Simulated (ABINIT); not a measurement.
# SrSi3 (Pm-3m): zone-centre phonons, part 3 of 4

Which modes does SrSi3 (Pm-3m) have at the zone centre?

ABINIT 10.8.3; DFT LDA, scalar-relativistic, plane waves, PseudoDojo norm-conserving pseudopotentials.

So far. Step 6 (Self-consistent run for the response): The cell stands at -0.22 GPa: the relaxation ran with a smoothed and higher cutoff, and the difference is a stress of the finite basis. Step 7 (Zone-centre response): The acoustic modes at Γ come out as far as 7.6 cm⁻¹ from zero, where they should vanish, a small numerical error. The lowest optical mode is imaginary, 193i cm⁻¹, an instability at this level and on this k mesh. The relaxed cell has a = 4.223 Å (conventional setting).

The structure was built from a prototype and need not be the compound's stable phase.

### 8. Modes with the sum rule

anaddb reads the merged derivatives and imposes the acoustic sum rule.

The input, anaddb.abi:

```
ddb_filepath "gamma_DDB"
output_file "anaddb.abo"
outdata_prefix "anaddb"
asr 1
chneut 1
enunit 2
eivec 1
nph1l 1
qph1l 0.0 0.0 0.0 1.0
```

The input, mrgddb.in:

```
gamma_DDB
merged
2
dfpt_gammao_DDB
gso_DDB
```

Started as:

```console
$ mrgddb < mrgddb.in > mrgddb.log
$ OMP_NUM_THREADS=1 anaddb anaddb.abi > anaddb.log
```

anaddb.abo, the main output file:

```text
-outvars_anaddb: echo values of input variables ----------------------

 Miscellaneous information :
      enunit         2
       eivec         1
         asr         1
 First list of wavevector (reduced coord.) :
       nph1l         1
       qph1l
                     0.00000000E+00  0.00000000E+00  0.00000000E+00    1.000E+00

================================================================================

 read the DDB information and perform some checks

  ==== Info on the Cryst% object ====
 Real(R)+Recip(G) space primitive vectors, cartesian coordinates (Bohr,Bohr^-1):
 R(1)=  7.9806543  0.0000000  0.0000000  G(1)=  0.1253030  0.0000000  0.0000000
 R(2)=  0.0000000  7.9806543  0.0000000  G(2)=  0.0000000  0.1253030  0.0000000
 R(3)=  0.0000000  0.0000000  7.9806543  G(3)=  0.0000000  0.0000000  0.1253030
 Unit cell volume ucvol=  5.0829459E+02 bohr^3
 Angles (23,13,12)=  9.00000000E+01  9.00000000E+01  9.00000000E+01 degrees
 Time-reversal symmetry is present
 Reduced atomic positions [iatom, xred, symbol]:
    1)    0.0000000  0.0000000  0.0000000  Sr
    2)    0.0000000  0.5000000  0.5000000  Si
    3)    0.5000000  0.0000000  0.5000000  Si
    4)    0.5000000  0.5000000  0.0000000  Si

 DDB file with 3 blocks has been read.

================================================================================

 Treat the first list of vectors

  Phonon wavevector (reduced coordinates) :  0.00000  0.00000  0.00000
 Phonon energies in Hartree :
  -8.776185E-04 -8.776185E-04 -8.776185E-04  0.000000E+00  0.000000E+00
   0.000000E+00  9.333748E-04  9.333748E-04  9.333748E-04  1.248659E-03
   1.248659E-03  1.248659E-03
 Phonon energies in meV     :
- -2.388122E+01 -2.388122E+01 -2.388122E+01  0.000000E+00  0.000000E+00
-  0.000000E+00  2.539842E+01  2.539842E+01  2.539842E+01  3.397775E+01
-  3.397775E+01  3.397775E+01
 Phonon frequencies in cm-1    :
- -1.926150E+02 -1.926150E+02 -1.926150E+02  0.000000E+00  0.000000E+00
-  0.000000E+00  2.048521E+02  2.048521E+02  2.048521E+02  2.740491E+02
-  2.740491E+02  2.740491E+02
 Phonon frequencies in Thz     :
- -5.774453E+00 -5.774453E+00 -5.774453E+00  0.000000E+00  0.000000E+00
-  0.000000E+00  6.141311E+00  6.141311E+00  6.141311E+00  8.215784E+00
-  8.215784E+00  8.215784E+00
 Phonon energies in Kelvin  :
- -2.771300E+02 -2.771300E+02 -2.771300E+02  0.000000E+00  0.000000E+00
-  0.000000E+00  2.947364E+02  2.947364E+02  2.947364E+02  3.942955E+02
-  3.942955E+02  3.942955E+02

 Eigendisplacements
 (will be given, for each mode : in cartesian coordinates
   for each atom the real part of the displacement vector,
   then the imaginary part of the displacement vector - absolute values smaller than 1.0d-7 are set to zero)
  Mode number    1   Energy   -8.776185E-04
 Attention : low frequency mode.
   (Could be unstable or acoustic mode)
-  1  0.00000000E+00  0.00000000E+00  6.18965997E-04
-     0.00000000E+00  0.00000000E+00  0.00000000E+00
-  2  0.00000000E+00  0.00000000E+00  1.04423788E-03
-     0.00000000E+00  0.00000000E+00  0.00000000E+00
-  3  0.00000000E+00  0.00000000E+00  1.04423788E-03
-     0.00000000E+00  0.00000000E+00  0.00000000E+00
-  4  0.00000000E+00  0.00000000E+00 -4.01950140E-03
-     0.00000000E+00  0.00000000E+00  0.00000000E+00
  Mode number    2   Energy   -8.776185E-04
 Attention : low frequency mode.
   (Could be unstable or acoustic mode)
-  1  0.00000000E+00  6.18965997E-04  0.00000000E+00
-     0.00000000E+00  0.00000000E+00  0.00000000E+00
-  2  0.00000000E+00  1.04423787E-03  0.00000000E+00
-     0.00000000E+00  0.00000000E+00  0.00000000E+00
-  3  0.00000000E+00 -4.01950140E-03  0.00000000E+00
-     0.00000000E+00  0.00000000E+00  0.00000000E+00
-  4  0.00000000E+00  1.04423787E-03  0.00000000E+00
-     0.00000000E+00  0.00000000E+00  0.00000000E+00
  Mode number    3   Energy   -8.776185E-04
 Attention : low frequency mode.
   (Could be unstable or acoustic mode)
-  1  6.18965997E-04  0.00000000E+00  0.00000000E+00
-     0.00000000E+00  0.00000000E+00  0.00000000E+00
-  2 -4.01950140E-03  0.00000000E+00  0.00000000E+00
-     0.00000000E+00  0.00000000E+00  0.00000000E+00
-  3  1.04423787E-03  0.00000000E+00  0.00000000E+00
-     0.00000000E+00  0.00000000E+00  0.00000000E+00
-  4  1.04423787E-03  0.00000000E+00  0.00000000E+00
-     0.00000000E+00  0.00000000E+00  0.00000000E+00
  Mode number    4   Energy    0.000000E+00
 Attention : low frequency mode.
   (Could be unstable or acoustic mode)
-  1  0.00000000E+00  0.00000000E+00  1.78653571E-03
-     0.00000000E+00  0.00000000E+00  0.00000000E+00
-  2  0.00000000E+00  0.00000000E+00  1.78653580E-03
-     0.00000000E+00  0.00000000E+00  0.00000000E+00
-  3  0.00000000E+00  0.00000000E+00  1.78653580E-03
-     0.00000000E+00  0.00000000E+00  0.00000000E+00
-  4  0.00000000E+00  0.00000000E+00  1.78653544E-03
-     0.00000000E+00  0.00000000E+00  0.00000000E+00
  Mode number    5   Energy    0.000000E+00
 Attention : low frequency mode.
   (Could be unstable or acoustic mode)
-  1  0.00000000E+00 -1.78653571E-03  0.00000000E+00
-     0.00000000E+00  0.00000000E+00  0.00000000E+00
-  2  0.00000000E+00 -1.78653580E-03  0.00000000E+00
-     0.00000000E+00  0.00000000E+00  0.00000000E+00
-  3  0.00000000E+00 -1.78653544E-03  0.00000000E+00
-     0.00000000E+00  0.00000000E+00  0.00000000E+00
-  4  0.00000000E+00 -1.78653580E-03  0.00000000E+00
-     0.00000000E+00  0.00000000E+00  0.00000000E+00
  Mode number    6   Energy    0.000000E+00
 Attention : low frequency mode.
   (Could be unstable or acoustic mode)
-  1  1.78653571E-03  0.00000000E+00  0.00000000E+00
-     0.00000000E+00  0.00000000E+00  0.00000000E+00
-  2  1.78653544E-03  0.00000000E+00  0.00000000E+00
-     0.00000000E+00  0.00000000E+00  0.00000000E+00
-  3  1.78653580E-03  0.00000000E+00  0.00000000E+00
-     0.00000000E+00  0.00000000E+00  0.00000000E+00
-  4  1.78653580E-03  0.00000000E+00  0.00000000E+00
-     0.00000000E+00  0.00000000E+00  0.00000000E+00
  Mode number    7   Energy    9.333748E-04
-  1  0.00000000E+00  0.00000000E+00  0.00000000E+00
-     0.00000000E+00  0.00000000E+00  0.00000000E+00
-  2  0.00000000E+00  0.00000000E+00  3.12509966E-03
-     0.00000000E+00  0.00000000E+00  0.00000000E+00
-  3  0.00000000E+00  0.00000000E+00 -3.12509966E-03
-     0.00000000E+00  0.00000000E+00  0.00000000E+00
-  4  0.00000000E+00  0.00000000E+00  0.00000000E+00
-     0.00000000E+00  0.00000000E+00  0.00000000E+00
  Mode number    8   Energy    9.333748E-04
-  1  0.00000000E+00  0.00000000E+00  0.00000000E+00
-     0.00000000E+00  0.00000000E+00  0.00000000E+00
-  2  0.00000000E+00  3.12509966E-03  0.00000000E+00
-     0.00000000E+00  0.00000000E+00  0.00000000E+00
-  3  0.00000000E+00  0.00000000E+00  0.00000000E+00
-     0.00000000E+00  0.00000000E+00  0.00000000E+00
-  4  0.00000000E+00 -3.12509966E-03  0.00000000E+00
-     0.00000000E+00  0.00000000E+00  0.00000000E+00
  Mode number    9   Energy    9.333748E-04
-  1  0.00000000E+00  0.00000000E+00  0.00000000E+00
-     0.00000000E+00  0.00000000E+00  0.00000000E+00
-  2  0.00000000E+00  0.00000000E+00  0.00000000E+00
-     0.00000000E+00  0.00000000E+00  0.00000000E+00
-  3 -3.12509966E-03  0.00000000E+00  0.00000000E+00
-     0.00000000E+00  0.00000000E+00  0.00000000E+00
-  4  3.12509966E-03  0.00000000E+00  0.00000000E+00
-     0.00000000E+00  0.00000000E+00  0.00000000E+00
  Mode number   10   Energy    1.248659E-03
-  1  0.00000000E+00  0.00000000E+00 -1.63892329E-03
-     0.00000000E+00  0.00000000E+00  0.00000000E+00
-  2  0.00000000E+00  0.00000000E+00  2.34181659E-03
-     0.00000000E+00  0.00000000E+00  0.00000000E+00
-  3  0.00000000E+00  0.00000000E+00  2.34181659E-03
-     0.00000000E+00  0.00000000E+00  0.00000000E+00
-  4  0.00000000E+00  0.00000000E+00  4.29412825E-04
-     0.00000000E+00  0.00000000E+00  0.00000000E+00
  Mode number   11   Energy    1.248659E-03
-  1  0.00000000E+00  1.63892329E-03  0.00000000E+00
-     0.00000000E+00  0.00000000E+00  0.00000000E+00
-  2  0.00000000E+00 -2.34181659E-03  0.00000000E+00
-     0.00000000E+00  0.00000000E+00  0.00000000E+00
-  3  0.00000000E+00 -4.29412825E-04  0.00000000E+00
-     0.00000000E+00  0.00000000E+00  0.00000000E+00
-  4  0.00000000E+00 -2.34181659E-03  0.00000000E+00
-     0.00000000E+00  0.00000000E+00  0.00000000E+00
  Mode number   12   Energy    1.248659E-03
-  1  1.63892329E-03  0.00000000E+00  0.00000000E+00
-     0.00000000E+00  0.00000000E+00  0.00000000E+00
-  2 -4.29412825E-04  0.00000000E+00  0.00000000E+00
-     0.00000000E+00  0.00000000E+00  0.00000000E+00
-  3 -2.34181659E-03  0.00000000E+00  0.00000000E+00
-     0.00000000E+00  0.00000000E+00  0.00000000E+00
-  4 -2.34181659E-03  0.00000000E+00  0.00000000E+00
-     0.00000000E+00  0.00000000E+00  0.00000000E+00

 Analysis of degeneracies and characters (maximum tolerance=1.00E-06 a.u.)
 For each vibration mode, or group of modes if degenerate,
 the characters are given for each symmetry operation (see the list in the log file).
 Symmetry characters of vibration mode #   1
       degenerate with vibration modes #   2 to    3
  3.0 -3.0 -1.0  1.0 -1.0  1.0 -1.0  1.0  1.0 -1.0 -1.0  1.0  1.0 -1.0 -1.0  1.0
  0.0 -0.0  0.0 -0.0 -0.0  0.0 -0.0  0.0  1.0 -1.0 -1.0  1.0 -1.0  1.0  1.0 -1.0
  0.0 -0.0 -0.0  0.0 -0.0  0.0  0.0 -0.0  1.0 -1.0  1.0 -1.0 -1.0  1.0 -1.0  1.0
 Symmetry characters of vibration mode #   4
       degenerate with vibration modes #   5 to    6
  3.0 -3.0 -1.0  1.0 -1.0  1.0 -1.0  1.0  1.0 -1.0 -1.0  1.0  1.0 -1.0 -1.0  1.0
 -0.0  0.0 -0.0  0.0  0.0 -0.0 -0.0  0.0  1.0 -1.0 -1.0  1.0 -1.0  1.0  1.0 -1.0
 -0.0  0.0  0.0 -0.0 -0.0  0.0 -0.0  0.0  1.0 -1.0  1.0 -1.0 -1.0  1.0 -1.0  1.0
 Symmetry characters of vibration mode #   7
       degenerate with vibration modes #   8 to    9
  3.0 -3.0 -1.0  1.0 -1.0  1.0 -1.0  1.0 -1.0  1.0  1.0 -1.0 -1.0  1.0  1.0 -1.0
  0.0 -0.0  0.0 -0.0 -0.0  0.0 -0.0  0.0 -1.0  1.0  1.0 -1.0  1.0 -1.0 -1.0  1.0
  0.0 -0.0 -0.0  0.0 -0.0  0.0  0.0 -0.0 -1.0  1.0 -1.0  1.0  1.0 -1.0  1.0 -1.0
 Symmetry characters of vibration mode #  10
       degenerate with vibration modes #  11 to   12
  3.0 -3.0 -1.0  1.0 -1.0  1.0 -1.0  1.0  1.0 -1.0 -1.0  1.0  1.0 -1.0 -1.0  1.0
 -0.0  0.0 -0.0  0.0  0.0 -0.0  0.0 -0.0  1.0 -1.0 -1.0  1.0 -1.0  1.0  1.0 -1.0
 -0.0  0.0  0.0 -0.0  0.0 -0.0 -0.0  0.0  1.0 -1.0  1.0 -1.0 -1.0  1.0 -1.0  1.0
-
```

It took 0.5 s on 1 thread of Arm Neoverse V1, shared host.

This step gave:

| Item | Value |
| --- | --- |
| highest optical zone-centre mode (no LO-TO term) | 274.1 cm⁻¹ |
| lowest optical zone-centre mode | -192.6 cm⁻¹ |

No LO-TO term; unit eigenvectors of the mass-weighted matrix, from anaddb's displacements. Modes at Γ, with each element's share of the kinetic energy (negative means imaginary):

```tsv
mode	frequency (cm⁻¹)	symmetry	Sr %	Si %
1	-192.6	T1u	6	94
2	-192.6	T1u	6	94
3	-192.6	T1u	6	94
4	0.0	acoustic	51	49
5	0.0	acoustic	51	49
6	0.0	acoustic	51	49
7	204.9	T2u	0	100
8	204.9	T2u	0	100
9	204.9	T2u	0	100
10	274.0	T1u	43	57
11	274.0	T1u	43	57
12	274.0	T1u	43	57
```

Displacements in mode 1 (-192.6 cm⁻¹), the largest set to 1:
```
Sr1  0.00  0.00  0.15
Si2  0.00  0.00  0.26
Si3  0.00  0.00  0.26
Si4  0.00  0.00 -1.00
```

Displacements in mode 10 (274.0 cm⁻¹), the largest set to 1:
```
Sr1  0.00  0.00 -0.70
Si2  0.00  0.00  1.00
Si3  0.00  0.00  1.00
Si4  0.00  0.00  0.18
```

The rule moves no optical mode by more than 0.1 cm⁻¹.

(Continued in part 4 of 4.)

[Host names and launcher messages were left out of these logs when they were recorded.]

[Logs are printed without paths, hosts, clocks, repeated set-up lines and the standing remarks that a program may print on its own settings, such as how far it seeks lower states.]

[Hosts, paths, dates, database ids (printed as entryN), source tags and the programs' standing remarks are cut or masked in the printed files.]
